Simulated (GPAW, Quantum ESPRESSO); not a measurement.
**YTe (Fm-3m): the Y L₃ absorption edge**

Aim: the near-edge shape at the Y L₃ edge of YTe (Fm-3m), and what the core hole does to it.

Calculated with GPAW 26.7.0; X-ray absorption from dipole matrix elements to empty bands, plane-wave PAW LDA.

The database entry behind the starting cell differs from later determinations by our own check (0.1 to 0.3 % short, probably kX units), so it need not match the best structure at ambient conditions.

### 1. Starting point

It takes space group Fm-3m (No. 225, cubic). Conventional cell: a = 6.080 Å, b = 6.080 Å, c = 6.080 Å, α = 90.00°, β = 90.00°, γ = 90.00°. Nearest to Te lie 6 Y at 3.04 Å. Y has 6 Te at 3.04 Å nearest. Farther neighbours and most contacts between anions are not listed.

### 2. The field without a hole

A plain self-consistent run shows whether there is a gap, which decides the set-up of the core-hole run.

File scf.py:

```python
import numpy as np
from ase import Atoms
from ase.parallel import parprint, paropen
from gpaw import GPAW, PW, FermiDirac, Mixer, MixerDif, setup_paths
from gpaw.test import gen
setup_paths.insert(0, '.')
gen('Y', name='nch2p', xcname='LDA', corehole=(2, 1, 0), write_xml=True)
from gpaw.mpi import world
world.barrier()

atoms = Atoms('TeY',
    cell=[[0, 3.04, 3.04],
     [3.04, 0, 3.04],
     [3.04, 3.04, 0]],
    scaled_positions=[[0, 0, 0],
     [0.5, 0.5, 0.5]],
    pbc=True)
atoms.calc = calc = GPAW(legacy_gpaw=True, mode=PW(500), xc='LDA', setups={1: 'nch2p'},
    kpts={'size': (7, 7, 7), 'gamma': True}, occupations=FermiDirac(0.05),
    charge=0, mixer=Mixer(0.1, 5, 50), maxiter=150,
    convergence={'density': 0.0001}, txt='scf.txt')
energy = atoms.get_potential_energy() + calc.get_reference_energy()
ef = calc.get_fermi_level()
out = dict(energy=energy, fermi=ef, forces=atoms.get_forces().tolist())
parprint(f'all-electron energy {energy:.4f} eV, Fermi level {ef:.4f} eV')
ev = np.array([[calc.get_eigenvalues(k, s) for k in range(len(calc.get_ibz_k_points()))] for s in range(calc.get_number_of_spins())])
out['homo'], out['lumo'], out['counts'] = ev[ev < ef].max(), ev[ev > ef].min(), sorted(set((ev < ef).sum((0, 2)).tolist()))
out['filled'] = (ev[:, 0] < ef).sum(1).tolist()
import json
with paropen('out.json', 'w') as f:
    json.dump(out, f)
```

Launch:

```bash
$ OMP_NUM_THREADS=1 mpirun -n 4 gpaw python scf.py
```

Numbers of over 12 decimals in the logs are rounded to 6 here.

Output:

```text
Input parameters:
  convergence: {density: 0.0001}
  kpts: {gamma: True,
         size: (7, 7, 7)}
  maxiter: 150
  mixer: {backend: pulay,
          beta: 0.1,
          method: separate,
          nmaxold: 5,
          weight: 50}
  mode: {ecut: 500.0,
         name: pw}
  occupations: {fixmagmom: False,
                name: fermi-dirac,
                width: 0.05}
  setups: {1: nch2p}

Initialize ...

[... PAW data sets ...]

Reference energy: -276625.382566  # eV

Spin-paired calculation

[... convergence settings ...]
Symmetries present (total): 48
  [... symmetry matrices ...]

343 k-points: 7 x 7 x 7 Monkhorst-Pack grid
20 k-points in the irreducible part of the Brillouin zone
       k-points in crystal coordinates                weights
   0:     0.00000000    0.00000000    0.00000000          1/343
   1:     0.14285714    0.14285714    0.00000000          6/343
   2:     0.14285714    0.14285714    0.14285714          8/343
   3:     0.28571429    0.14285714    0.14285714         12/343
   4:     0.28571429    0.28571429    0.00000000          6/343
   5:     0.28571429    0.28571429    0.14285714         24/343
   6:     0.28571429    0.28571429    0.28571429          8/343
   7:     0.42857143   -0.28571429   -0.28571429         12/343
   8:     0.42857143    0.28571429   -0.42857143         48/343
   9:     0.42857143    0.28571429   -0.28571429         24/343
          ...
  19:     0.42857143    0.42857143    0.42857143          8/343

Wave functions: Plane wave expansion
  Cutoff energy: 500.000 eV
  Number of coefficients (min, max): 1402, 1436
  Pulay-stress correction: 0.000000 eV/Ang^3 (de/decut=0.000000)
  Using FFTW library
  Wavefunction extrapolation:
    Improved wavefunction reuse through dual PAW basis

Occupation numbers: Fermi-Dirac:
  width: 0.0500  # eV

Eigensolver
   Davidson(niter=2)

Densities:
  Coarse grid: 24*24*24 grid
  Fine grid: 48*48*48 grid
  Total Charge: 0.000000

Density mixing:
  Method: separate
  Backend: pulay
  Linear mixing parameter: 0.1
  old densities: 5
  Width of damping distribution: 1.1
  Damping of long wavelength oscillations: 50

[... Hamiltonian set-up ...]
Number of atoms: 2
Number of atomic orbitals: 17
Number of bands in calculation: 15
Number of valence electrons: 17
Bands to converge: occupied

... initialized

Initializing position-dependent things.

Density initialized from atomic densities
Creating initial wave functions:
  15 bands from LCAO basis set

                Y

       Te

Atomic positions and initial magnetic moments

Positions:
   0 Te     0.000000    0.000000    0.000000    ( 0.0000,  0.0000,  0.0000)
   1 Y      3.040000    3.040000    3.040000    ( 0.0000,  0.0000,  0.0000)

Unit cell:
           periodic     x           y           z      points  spacing
  1. axis:    yes    0.000000    3.040000    3.040000    24     0.1463
  2. axis:    yes    3.040000    0.000000    3.040000    24     0.1463
  3. axis:    yes    3.040000    3.040000    0.000000    24     0.1463

  Lengths:   4.299209   4.299209   4.299209
  Angles:   60.000000  60.000000  60.000000

Effective grid spacing dv^(1/3) = 0.1596

iter:   1   -11.976329
iter:   2   -11.978483   -1.58  -1.42
iter:   3   -11.963899   -1.89  -1.46
iter:   4   -11.959238   -3.60  -1.92
iter:   5   -11.957685c  -2.69  -1.90
iter:   6   -11.954961c  -3.56  -2.13
iter:   7   -11.954839c  -5.25  -3.10
iter:   8   -11.954696c  -4.42  -3.11
iter:   9   -11.954714c  -5.13  -3.73
iter:  10   -11.954698c  -6.22  -3.51
iter:  11   -11.954694c  -6.18  -3.97
iter:  12   -11.954694c  -7.40c -4.52c

Converged after 12 iterations.

Dipole moment: (0.000000, 0.000000, 0.000000) |e|*Ang

Energy contributions relative to reference atoms: (reference = -276625.382566)

Kinetic:        +13.992318
Potential:      -12.635536
External:        +0.000000
XC:             -13.298058
Entropy (-ST):   -0.009676
Local:           -0.008579
SIC:             +0.000000
--------------------------
Free energy:    -11.959532
Extrapolated:   -11.954694

Showing only first 2 kpts
 Kpt  Band  Eigenvalues  Occupancy
  0     6      6.42567    2.00000
  0     7      6.42567    2.00000
  0     8      8.33751    1.99635
  0     9      8.33751    1.99635

  1     6      5.93663    2.00000
  1     7      5.93663    2.00000
  1     8      7.90745    2.00000
  1     9      9.10887    0.00022

Fermi level: 8.65274

No gap
No difference between direct/indirect transitions

Forces in eV/Ang:
  0 Te    0.00000    0.00000    0.00000
  1 Y     0.00000    0.00000    0.00000
Scalar-relativistic atomic LDA calculation for Y (Yttrium, Z=39)
Core hole in 2p state (2p occupation: 6.0)
750 radial gridpoints.
|------------------------------------------------|
|------------------------------------------------|
[... the atom generator's iteration count ...]

Energy contributions:
-------------------------
Kinetic:    +3468.645094
XC:          -105.479064
Potential:  -6743.658531
-------------------------
Total:      -3380.492502

state      eigenvalue         ekin         rmax
-----------------------------------------------
1s^2.0 :  -618.543443   785.386613        0.025
2s^2.0 :   -84.799187   156.853497        0.141
2p^6.0 :   -75.594584   151.889632        0.113
3s^2.0 :   -13.512336    39.809453        0.422
3p^6.0 :   -10.520490    36.681922        0.416
3d^10.0:    -5.564517    31.548104        0.361
4s^2.0 :    -1.763072     8.054635        1.128
4p^6.0 :    -1.027192     6.241997        1.244
4d^1.0 :    -0.097195     2.169838        1.804
5s^2.0 :    -0.155371     0.952255        3.320
5p^0.0 :    -0.054980     0.500247        4.410
-----------------------------------------------
(units: Bohr and Hartree)

Generating PAW setup
Kinetic energy of the core from tauc = 3468.026130082391
Cutoffs:
rc(s)=2.510
rc(p)=2.490
rc(d)=2.430
rc(vbar)=2.450
rc(comp)=2.410
rc(nct)=2.510

Kinetic energy of the core states: 3411.009492
Charge: 0.0
Core electrons: 28.0
Valence electrons: 11.0
Pseudo-core charge: 0.003786
Shape function alpha=1.722
Pseudo-electron charge 7.472037
state    eigenvalue         norm
--------------------------------
4s(2) :    -1.763072     0.685202
5s(2) :    -0.155371     0.971849
4p(6) :    -1.027192     0.548140
5p(0) :    -0.054980     0.976393
4d(1) :    -0.097195     0.865310
*d    :     0.902805
--------------------------------

Diagonalizing with gridspacing h=0.050

state   all-electron     PAW
-------------------------------
4s:      -1.763072    -1.763529
4p:      -1.027192    -1.027856
4d:      -0.097195    -0.097523
*f:                    0.059866
-------------------------------
all-electron energy -276637.3373 eV, Fermi level 8.6527 eV
```

Run time: 6.4 s. Hardware: 4 MPI ranks of Arm Neoverse V1, shared host; peak memory 0.17 GiB.

The mesh shows no gap, so the system is treated as a metal and the core electron is put at the Fermi level (neutral cell).

### 3. Spectrum without a core hole, Y atom 2

This cheap baseline ignores the attraction of the hole: it shows the absorber's empty states as they are in the ground state. The data set with a hole of occupation 0 only carries the core orbital.

The absorber has 6 Te at 3.04 Å (octahedral, site symmetry m-3m).

File xas.py:

```python
import numpy as np
from ase import Atoms
from ase.parallel import parprint, paropen
from gpaw import GPAW, PW, FermiDirac, Mixer, MixerDif, setup_paths
from gpaw.test import gen
setup_paths.insert(0, '.')
gen('Y', name='nch2p', xcname='LDA', corehole=(2, 1, 0), write_xml=True)
from gpaw.mpi import world
world.barrier()

atoms = Atoms('TeY',
    cell=[[0, 3.04, 3.04],
     [3.04, 0, 3.04],
     [3.04, 3.04, 0]],
    scaled_positions=[[0, 0, 0],
     [0.5, 0.5, 0.5]],
    pbc=True)
atoms.calc = calc = GPAW(legacy_gpaw=True, mode=PW(500), xc='LDA', setups={1: 'nch2p'},
    kpts={'size': (10, 10, 10), 'gamma': True}, occupations=FermiDirac(0.1),
    charge=0, mixer=Mixer(0.1, 5, 50), maxiter=150,
    convergence={'density': 0.0001}, txt='scf.txt')
energy = atoms.get_potential_energy() + calc.get_reference_energy()
ef = calc.get_fermi_level()
out = dict(energy=energy, fermi=ef, forces=atoms.get_forces().tolist())
parprint(f'all-electron energy {energy:.4f} eV, Fermi level {ef:.4f} eV')
ev = np.array([[calc.get_eigenvalues(k, s) for k in range(len(calc.get_ibz_k_points()))] for s in range(calc.get_number_of_spins())])
out['homo'], out['lumo'], out['counts'] = ev[ev < ef].max(), ev[ev > ef].min(), sorted(set((ev < ef).sum((0, 2)).tolist()))
out['filled'] = (ev[:, 0] < ef).sum(1).tolist()

from ase.units import Ha
from gpaw.xas import dipole_matrix_elements
nb = int(calc.get_number_of_electrons() / 2) + 42
top = nb
nscf = calc.fixed_density(kpts={'size': (9, 9, 9), 'gamma': True},
    convergence={'eigenstates': 1.0}, txt='nscf.txt')
nscf.diagonalize_full_hamiltonian(nbands=nb)
cell = atoms.cell.array
ops = [cell.T @ U.T @ np.linalg.inv(cell.T) for U in nscf.wfs.kd.symmetry.op_scc]
E = np.arange(-25, 34, 0.1)
fwhm = np.interp(E, [4, 25], [1.5, 3.5])
Y, X, zero, highest = 0, 0, 1e9, 1e9
for spin in range(nscf.get_number_of_spins()):
    wfs = nscf.wfs
    A = dipole_matrix_elements(wfs.setups[1])
    eps = np.zeros((wfs.kd.nibzkpts, nb))
    d = np.zeros((3, A.shape[1], wfs.kd.nibzkpts, nb), complex)
    for kpt in wfs.kpt_u:
        if kpt.s == spin and 1 in kpt.P_ani:
            eps[kpt.k] = kpt.eps_n * Ha
            d[:, :, kpt.k] = (kpt.weight * wfs.nspins / 2) ** 0.5 * np.inner(A, kpt.P_ani[1])
    world.sum(eps)
    world.sum(d)
    T = np.einsum('amkn,bmkn->abkn', d, d.conj()).real
    T = sum(np.einsum('ai,ijkn,bj->abkn', R, T, R) for R in ops) / len(ops)
    empty = eps > ef
    zero, highest = min(zero, eps[empty].min()), min(highest, eps[:, top - 1].min())
    lines = [(eps, T, empty)] if spin == 0 else lines + [(eps, T, empty)]
for eps, T, empty in lines:
    f = np.einsum('aakn->akn', T).reshape(3, -1)
    x = eps.ravel() - zero
    w = np.interp(x, E, fwhm) / 2.35482
    g = np.exp(-0.5 * ((E[:, None] - x) / w) ** 2) / (w * (2 * np.pi) ** 0.5)
    Y = Y + (f * empty.ravel()) @ g.T
    X = X + (f * ~empty.ravel()) @ g.T
out.update(E=E.round(2).tolist(), xas=Y.tolist(), xes=X.tolist(), zero=zero, valid=highest - zero, nk=len(eps), nb=nb)
for i in range(0, len(E), 10):
    parprint(f'{E[i]:7.2f}', *(f'{v:10.3e}' for v in Y[:, i]))
import json
with paropen('out.json', 'w') as f:
    json.dump(out, f)
```

Launch:

```bash
$ OMP_NUM_THREADS=1 mpirun -n 4 gpaw python xas.py
```

Output:

```text
Input parameters:
  convergence: {density: 0.0001}
  kpts: {gamma: True,
         size: (10, 10, 10)}
  maxiter: 150
  mixer: {backend: pulay,
          beta: 0.1,
          method: separate,
          nmaxold: 5,
          weight: 50}
  mode: {ecut: 500.0,
         name: pw}
  occupations: {fixmagmom: False,
                name: fermi-dirac,
                width: 0.1}
  setups: {1: nch2p}

Initialize ...

[...]
*d    :     0.902805
--------------------------------

Diagonalizing with gridspacing h=0.050

state   all-electron     PAW
-------------------------------
4s:      -1.763072    -1.763529
4p:      -1.027192    -1.027856
4d:      -0.097195    -0.097523
*f:                    0.059866
-------------------------------
all-electron energy -276637.3380 eV, Fermi level 8.6376 eV
[...]
32.00  1.202e-05  1.202e-05  1.202e-05
  33.00  1.241e-05  1.241e-05  1.241e-05
[key lines of the parts left out:]
Converged after 14 iterations.
Dipole moment: (0.000000, 0.000000, 0.000000) |e|*Ang
Free energy:    -11.974638
Fermi level: 8.63757
```

Elapsed: 76 s, on 4 MPI ranks; peak memory 0.44 GiB.

The Y L₃ spectrum, Y atom 2, no core hole (energy from the lowest empty level; intensity scaled to a mean of 1 over the first 20 eV):

```
E (eV)  intensity
 -2.00       0.00
 -1.25       0.03
 -0.50       0.25
  0.25       0.99
  1.00       2.19
  1.75       3.17
  2.50       2.89
  3.25       1.77
  4.00       0.89
  4.75       0.68
  5.50       0.88
  6.25       1.14
  7.00       1.08
  7.75       0.83
  8.50       0.67
  9.25       0.67
 10.00       0.72
 10.75       0.69
 11.50       0.65
 12.25       0.69
 13.00       0.77
 13.75       0.78
 14.50       0.71
 15.25       0.64
 16.00       0.61
 16.75       0.59
 17.50       0.55
 18.25       0.51
 19.00       0.49
 19.75       0.50
 20.50       0.56
 21.25       0.64
 22.00       0.72
 22.75       0.78
 23.50       0.80
 24.25       0.78
 25.00       0.72
 25.75       0.64
 26.50       0.57
 27.25       0.51
 28.00       0.48
 28.75       0.48
 29.50       0.49
 30.25       0.51
 31.00       0.53
```

Main maxima below 30 eV (height): 2.0 eV (3.25), 6.4 eV (1.16), 10.2 eV (0.72), 13.4 eV (0.79) and 23.6 eV (0.81). At an L edge the dipole rule selects empty d (and weakly s) states on the absorber, and the strong line at the onset measures the empty part of its d band.

The same matrix elements for filled bands give the Y L₃ emission of Y atom 2 (ground-state approximation; energy from the lowest empty level, largest value 1):

```
E (eV)  emission
-24.00      0.00
-23.25      0.00
-22.50      0.00
-21.75      0.00
-21.00      0.00
-20.25      0.00
-19.50      0.00
-18.75      0.00
-18.00      0.00
-17.25      0.00
-16.50      0.00
-15.75      0.00
-15.00      0.00
-14.25      0.00
-13.50      0.02
-12.75      0.04
-12.00      0.04
-11.25      0.01
-10.50      0.00
 -9.75      0.00
 -9.00      0.00
 -8.25      0.00
 -7.50      0.01
 -6.75      0.06
 -6.00      0.21
 -5.25      0.43
 -4.50      0.84
 -3.75      0.90
 -3.00      0.41
 -2.25      0.20
 -1.50      0.50
 -0.75      0.96
  0.00      0.79
  0.75      0.22
  1.50      0.02
  2.25      0.00
  3.00      0.00
```

Emission maxima: -4.0 eV (0.98) and -0.6 eV (1.00).

### 4. Reference energy of the supercell

The photon energy needs a difference of total energies, so the cell and mesh of the coming hole run are first run without a hole.

scf.py: that of step 2 with these lines changed.

```diff
@@ -10,11 +10,17 @@
 
-atoms = Atoms('TeY',
-    cell=[[0, 3.04, 3.04],
-     [3.04, 0, 3.04],
-     [3.04, 3.04, 0]],
+atoms = Atoms('Te4Y4',
+    cell=[[0, -6.08, 0],
+     [-6.08, 0, 0],
+     [0, 0, -6.08]],
     scaled_positions=[[0, 0, 0],
-     [0.5, 0.5, 0.5]],
+     [0.5, 0, 0.5],
+     [0, 0.5, 0.5],
+     [0.5, 0.5, 0],
+     [0.5, 0.5, 0.5],
+     [0, 0.5, 0],
+     [0.5, 0, 0],
+     [0, 0, 0.5]],
     pbc=True)
-atoms.calc = calc = GPAW(legacy_gpaw=True, mode=PW(500), xc='LDA', setups={1: 'nch2p'},
-    kpts={'size': (7, 7, 7), 'gamma': True}, occupations=FermiDirac(0.05),
+atoms.calc = calc = GPAW(legacy_gpaw=True, mode=PW(500), xc='LDA', setups={4: 'nch2p'},
+    kpts={'size': (4, 4, 4), 'gamma': True}, occupations=FermiDirac(0.1),
     charge=0, mixer=Mixer(0.1, 5, 50), maxiter=150,
```

Launch:

```bash
$ OMP_NUM_THREADS=1 mpirun -n 4 gpaw python scf.py
```

Output:

```text
Input parameters:
  convergence: {density: 0.0001}
  kpts: {gamma: True,
         size: (4, 4, 4)}
  maxiter: 150
  mixer: {backend: pulay,
          beta: 0.1,
          method: separate,
          nmaxold: 5,
          weight: 50}
  mode: {ecut: 500.0,
         name: pw}
  occupations: {fixmagmom: False,
                name: fermi-dirac,
                width: 0.1}
  setups: {4: nch2p}

Initialize ...

[...]
5s(2) :    -0.155371     0.971849
4p(6) :    -1.027192     0.548140
5p(0) :    -0.054980     0.976393
4d(1) :    -0.097195     0.865310
*d    :     0.902805
--------------------------------

Diagonalizing with gridspacing h=0.050

state   all-electron     PAW
-------------------------------
4s:      -1.763072    -1.763529
4p:      -1.027192    -1.027856
4d:      -0.097195    -0.097523
*f:                    0.059866
-------------------------------
all-electron energy -1106549.4320 eV, Fermi level 8.5254 eV
[key lines of the parts left out:]
Converged after 16 iterations.
Dipole moment: (-0.000000, -0.000000, -0.000000) |e|*Ang
Free energy:    -47.962261
Fermi level: 8.52537
```

The job ended after 18 s (4 MPI ranks; peak memory 0.22 GiB).

Reference energy: -1106549.432 eV with the cores included.

(Continued in part 2 of 2.)

[Banner, clock and machine lines of the logs are left out without a mark of their own.]

[Logs are printed without paths, hosts, clocks, repeated set-up lines and the standing remarks that a program may print on its own settings, such as how far it seeks lower states.]

[Hosts, paths, dates, database ids (printed as entryN), source tags and the programs' standing remarks are cut or masked in the printed files.]

[Lists of maxima count a maximum above −3 eV only where it reaches 4 % of the highest in the window and stands out from its surroundings by 2 % of it (1.5 % where it reaches 55 %); shoulders and weaker maxima are passed over, and of the rest the first, up to two pre-edge ones and the few strongest are named.]
